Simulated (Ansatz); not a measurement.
# Ca on Cu(100): change of the work function, part 2 of 2

Wanted: Δφ(θ) for Ca/Cu(100), starting from the hollow site.

Ansatz 0.2.0; plane-wave DFT, PBE, Ansatz PAW.

So far, work function, upper face (eV): step 2 (the clean slab) 4.57; step 3 (37 atoms, coverage 0.111 ML, cell 3x3) 2.51.

### Step 4. Adsorbate added, k-mesh 6×6×1, coverage 0.25 ML (continued)

Valence density in the ca plane at fractional y = 0.250, with atoms of Cu and Ca within 0.2 Å of it. It is the smooth field of the valence electrons, not physical close to the nuclei.

Ten steps, logarithmic in the rise over the least value, from '0' (0 e/Å³) to '9' (43 e/Å³), each cell a mean:
```
00011110010001111000000000000000000000000000
00134421000013442100000000000000000000000000
00269841000026984100000000000000000000000000
00279941000027984100000000000000000000000000
00147631000014763100000000000000000000000000
00012210000011221000000000000000000000000000
00001100011000110001000000000000000000000000
00011110010001111000000001100000000000000000
00134421000013442100000134320000000000000000
00269841000026984100000245531000000000000000
00279941000027984100000255531000000000000000
00147631000014763100000135420000000000000000
00012210000011221000000012210000000000000000
00001100011000110001000000000000000000000000
```
Columns run along c (16.0 Å, from fractional 0.29 to 0.90 of the cell), rows up along a (5.1 Å). Atoms in or near the plane, at fractional coordinates: Cu at (0.35, 0.25), Cu at (0.49, 0.25), Cu at (0.35, 0.75), Cu at (0.49, 0.75), Ca at (0.64, 0.25).

The relaxation took 5 steps and lowered the energy by 0.24 eV; the largest force on the free atoms ends at 0.0096 eV/Å.

By hand: a sheet of dipoles makes a step −p/(ε₀A) in the electron's potential. With e/ε₀ = 180.95 V·Å, p = 0.3029 e·Å and A = 26.06 Å², that is −180.95 × (0.3029) / 26.06 = -2.103 eV, and the two vacuum levels of the run differ by -2.103 eV.

The covered face has 2.42 eV, -2.15 eV against the clean one; the bare back face has moved by -0.06 eV, a measure of how thin the slab is.

### Step 5. Adsorbate added, k-mesh 6×6×1, coverage 0.5 ML

System of this step: Ca/Cu(100). The cell holds 18 atoms: 16 Cu and 2 Ca. Its edges and angles: a = 5.105 Å, b = 5.105 Å, c = 26.027 Å, α = 90.0°, β = 90.0°, γ = 90.0°. Vacuum lies along c.

The input, input.yaml:

```yaml
crystal:
  lattice:
    - [5.1053109602, 0.0, 0.0]
    - [0.0, 5.1053109602, 0.0]
    - [0.0, 0.0, 26.0268191479]
  atoms:
    - { symbol: Cu, position: [0.25, 0.25, 0.3457971544] }
    - { symbol: Cu, position: [0.0, 0.0, 0.4151486949] }
    - { symbol: Cu, position: [0.25, 0.25, 0.4857039906] }
    - { symbol: Cu, position: [0.0, 0.0, 0.5539658675] }
    - { symbol: Cu, position: [0.25, 0.75, 0.3457971544] }
    - { symbol: Cu, position: [0.0, 0.5, 0.4151486949] }
    - { symbol: Cu, position: [0.25, 0.75, 0.4857039906] }
    - { symbol: Cu, position: [0.0, 0.5, 0.5539658675] }
    - { symbol: Cu, position: [0.75, 0.25, 0.3457971544] }
    - { symbol: Cu, position: [0.5, 0.0, 0.4151486949] }
    - { symbol: Cu, position: [0.75, 0.25, 0.4857039906] }
    - { symbol: Cu, position: [0.5, 0.0, 0.5539658675] }
    - { symbol: Cu, position: [0.75, 0.75, 0.3457971544] }
    - { symbol: Cu, position: [0.5, 0.5, 0.4151486949] }
    - { symbol: Cu, position: [0.75, 0.75, 0.4857039906] }
    - { symbol: Cu, position: [0.5, 0.5, 0.5539658675] }
    - { symbol: Ca, position: [0.25, 0.25, 0.6542028456] }
    - { symbol: Ca, position: [0.75, 0.75, 0.6542028456] }
kpoints:
  mp_grid: { grid: [6, 6, 1] }
hamiltonian:
  xc: pbe
scf:
  occupations: { method: fermi_dirac, width: 0.1 }
  convergence: { dr2_threshold: 1.0e-08 }
efield:
  axis: 3
  dipole_correction: true
  ramp_position: 0.97
  ramp_width: 0.06
relax:
  f_tol: 0.02
  max_steps: 60
  constraints: [{ sites: [0, 1, 4, 5, 8, 9, 12, 13] }]
output:
  dos: { projected: true, e_range: [-8, 4] }
  write_potential: true
  write_density: true
  volumetric_format: npy
  elf: true
```

On the command line:

```
$ ansatz run input.yaml --threads 4 --pin off --max-ram 16384MiB --backend cpu --events-out ev --progress --plain --runs-dir out
```

Wall time 4.6 min (4 threads of Arm Neoverse V1, shared host); peak memory 3.3 GiB.

The steps of the relaxation:

| step | energy less that of the first step (eV) | largest force component (eV/Å) |
| --- | --- | --- |
| 1 | 0.0000 | 0.5374 |
| 2 | -0.1297 | 0.2623 |
| 3 | -0.1500 | 0.1746 |
| 4 | -0.1653 | 0.0502 |
| 5 | -0.1664 | 0.0050 |

The run keeps the 16 symmetry operations that the program found, so distortions that break them were not tested.

The atoms that moved most (Å):

| atom | dx | dy | dz | length |
| --- | --- | --- | --- | --- |
| Ca18 | 0.000 | 0.000 | -0.210 | 0.210 |
| Ca17 | 0.000 | 0.000 | -0.210 | 0.210 |
| Cu4 | 0.000 | 0.000 | 0.042 | 0.042 |
| Cu8 | 0.000 | 0.000 | 0.042 | 0.042 |
| Cu16 | 0.000 | 0.000 | 0.042 | 0.042 |
| Cu12 | 0.000 | 0.000 | 0.042 | 0.042 |
| Cu3 | 0.000 | 0.000 | -0.011 | 0.011 |
| Cu15 | 0.000 | 0.000 | -0.011 | 0.011 |

Final coordinates:

```cif
data_structure
_symmetry_space_group_name_H-M 'P 1'
_symmetry_Int_Tables_number 1
_cell_length_a 5.1053
_cell_length_b 5.1053
_cell_length_c 26.0268
_cell_angle_alpha 90.000
_cell_angle_beta 90.000
_cell_angle_gamma 90.000
_cell_volume 678.37
loop_
_atom_site_label
_atom_site_type_symbol
_atom_site_fract_x
_atom_site_fract_y
_atom_site_fract_z
_atom_site_occupancy
Cu1 Cu 0.25000 0.25000 0.34580 1
Cu2 Cu 0.00000 0.00000 0.41515 1
Cu3 Cu 0.25000 0.25000 0.48528 1
Cu4 Cu 0.00000 0.00000 0.55558 1
Cu5 Cu 0.25000 0.75000 0.34580 1
Cu6 Cu 0.00000 0.50000 0.41515 1
Cu7 Cu 0.25000 0.75000 0.48547 1
Cu8 Cu 0.00000 0.50000 0.55558 1
Cu9 Cu 0.75000 0.25000 0.34580 1
Cu10 Cu 0.50000 0.00000 0.41515 1
Cu11 Cu 0.75000 0.25000 0.48547 1
Cu12 Cu 0.50000 0.00000 0.55558 1
Cu13 Cu 0.75000 0.75000 0.34580 1
Cu14 Cu 0.50000 0.50000 0.41515 1
Cu15 Cu 0.75000 0.75000 0.48528 1
Cu16 Cu 0.50000 0.50000 0.55558 1
Ca17 Ca 0.25000 0.25000 0.64612 1
Ca18 Ca 0.75000 0.75000 0.64612 1
```

The relaxation took 5 steps and lowered the energy by 0.17 eV; the largest force on the free atoms ends at 0.0050 eV/Å.

The covered face has 3.27 eV, -1.30 eV against the clean one; the bare back face has moved by +0.00 eV, a measure of how thin the slab is.

### Step 6. Work function against coverage

This step: plane-wave DFT, PBE, Ansatz PAW; work function against coverage (Ansatz 0.2.0).

The runs are now put side by side.

This step gave:

| Item | Value |
| --- | --- |
| work function of the clean face | 4.571 eV |
| largest change of the work function | -2.155 eV |

Table of work function of the covered face by coverage:

| coverage (adsorbates/nm²) | work function of the covered face (eV) |
| --- | --- |
| 0.00 | 4.57 |
| 1.71 | 2.51 |
| 3.84 | 2.42 |
| 7.67 | 3.27 |

The dipole per adsorbate comes from the change of the cell's dipole. Coverage, by row:

| coverage (1/nm²) | coverage (ML) | work function (eV) | change (eV) | dipole per adsorbate, positive end outwards (debye) | mean height of the added atoms over the highest substrate atom (Å) |
| --- | --- | --- | --- | --- | --- |
| 1.705 | 0.1111 | 2.506 | -2.064 | 3.143 | 2.144 |
| 3.837 | 0.25 | 2.416 | -2.155 | 1.447 | 2.204 |
| 7.673 | 0.5 | 3.272 | -1.299 | 0.45 | 2.356 |

### Step 7. Results

| Item | Value |
| --- | --- |
| work function of the clean face | 4.57 eV |
| work function at 0.11 ML | 2.51 eV |
| work function at 0.25 ML | 2.42 eV |
| work function at 0.5 ML | 3.27 eV |
| dipole per adsorbate at 0.11 ML, positive end outwards | 3.14 D |

**Reading.** Ca lowers the work function of Cu(100) at the lowest coverage, by 2.06 eV: the adsorbate layer has its positive end outwards. The dipole per adsorbate falls from 3.14 to 0.45 D as the layer fills. Neighbouring dipoles depolarise each other, and heights and bonding change with coverage too. The work function passes a minimum near 0.25 ML among the coverages run and rises again. The slab has 4 layers, at the tabulated experimental lattice constant, one starting site was run, and quantum-size effects of a slab this thin can reach one or two tenths of an eV.

[Long decimals in the printed logs are rounded to 6 places.]

[Logs are printed without paths, hosts, clocks, repeated set-up lines and the standing remarks that a program may print on its own settings, such as how far it seeks lower states.]

[Hosts, paths, dates, database ids (printed as entryN), source tags and the programs' standing remarks are cut or masked in the printed files.]

[Maps of the electrostatic potential energy from Ansatz leave out the sawtooth potential of an applied field or a dipole correction, so their vacuum need not be flat; planar profiles and work functions include it.]
